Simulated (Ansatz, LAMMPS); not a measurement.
**What do other settings change for liquid pyrrole at 320 K (80 atoms)?**

Density of this cell: 0.970 g/cm³. The cell holds 80 atoms: 32 C, 8 N and 40 H. Its edges and angles: a = 9.722 Å, b = 9.722 Å, c = 9.722 Å, α = 90.0°, β = 90.0°, γ = 90.0°. 8 pyrrole placed at random, at 0.97 g/cm³; overlaps pushed apart, then 10 ps at 470 K with MMFF94 bonds, angles, torsions, charges and radii (Halgren, J. Comput. Chem. 17, 490 (1996)) in harmonic and 12-6 forms. Snapshot after 20 ps at 320 K and fixed volume.

Geometry: as built.

Reference run: Kohn-Sham DFT, PBE+D3(BJ), PAW (set soft_2), plane waves (Ansatz 0.2.0), cutoff 420 eV, Γ point, fermi-dirac smearing of 0.05 eV.

* r.m.s. force component: 1.037 eV/Å
* pressure: 2.349 GPa
* gap (highest filled to lowest empty level): 4.071 eV
* SCF cycles: 9
* time: 6.3 s on 4 threads of Arm Neoverse V2, shared host

Q: Estimate how much each variant changes the results, and its time and memory.
- support functions medium
- support functions low
- support functions high
- support functions medium, radius 3.41 Å
- support functions medium, radius 3.69 Å
- support functions medium, radius 3.93 Å
- support functions medium, radius 4.21 Å
- support functions medium, radius 4.74 Å
- support functions medium, radius 5.27 Å

Differences are against the plane-wave reference (Kohn-Sham DFT, PBE+D3(BJ), PAW (set soft_2), plane waves), whose r.m.s. force component is 1.04 eV/Å. Energies are set beside the reference only for runs with its functional, potentials and electron count. Times are for 4 threads of Arm Neoverse V2, shared host. The reference's time includes the DOS, ELF, the stress and grids, which some other runs skip.

```
                                    run  Δ force, r.m.s. (meV/Å)  share of r.m.s. force (%)  Δ energy (meV/atom)  Δ gap (eV)  cycles     time  host memory (GiB)
                              reference                        -                          -                    -           -       9    6.3 s               0.90
               support functions medium                     5.40                      0.521                -3.84     -2.0e-4      13     41 s                1.9
                  support functions low                     5.42                      0.523                -3.84      9.0e-4      11     37 s                1.9
                 support functions high                     5.54                      0.534                -3.85     -3.0e-4      17  2.3 min                3.6
support functions medium, radius 3.41 Å                     5.41                      0.522                -3.84     -2.0e-4      13     41 s                1.9
support functions medium, radius 3.69 Å                     5.38                      0.519                -3.84     -2.0e-4      13     47 s                2.0
support functions medium, radius 3.93 Å                     5.35                      0.516                -3.84     -1.0e-4      13     54 s                2.2
support functions medium, radius 4.21 Å                     5.35                      0.516                -3.84     -1.0e-4      13     68 s                2.5
support functions medium, radius 4.74 Å                      5.4                      0.521                -3.84     -1.0e-4      13  1.8 min                3.1
support functions medium, radius 5.27 Å                     5.40                      0.521                -3.84     -1.0e-4      13  2.9 min                3.9
```

Among numerical settings the force difference runs from 5.3 meV/Å (support functions medium, radius 4.21 Å) to 5.5 meV/Å (support functions high). At 80 atoms the fastest of the runs at a preset level, support functions low, takes roughly 5.9 times the time of plane waves (whose run also made extra analyses, so the like-for-like ratio is larger), in 11 SCF cycles against 9. Differences between support functions and plane waves include what basis error the plane-wave run still has. The force difference hardly changes among these support-function runs, which points to the basis of the plane-wave reference as its main source. As the radius goes from 3.41 to 5.27 Å, the force difference goes from 5.4 to 5.4 meV/Å, and the time from 41 s to 2.9 min. 

[Logs are printed without paths, hosts, clocks, repeated set-up lines and the standing remarks that a program may print on its own settings, such as how far it seeks lower states.]

[Hosts, paths, dates, database ids (printed as entryN), source tags and the programs' standing remarks are cut or masked in the printed files.]

[The MMFF94 radii named for the starting cell were scaled by 0.96; in molecules described by MMFF94, hydrogen bound to N, O or S took a small fixed 12-6 site in their place.]
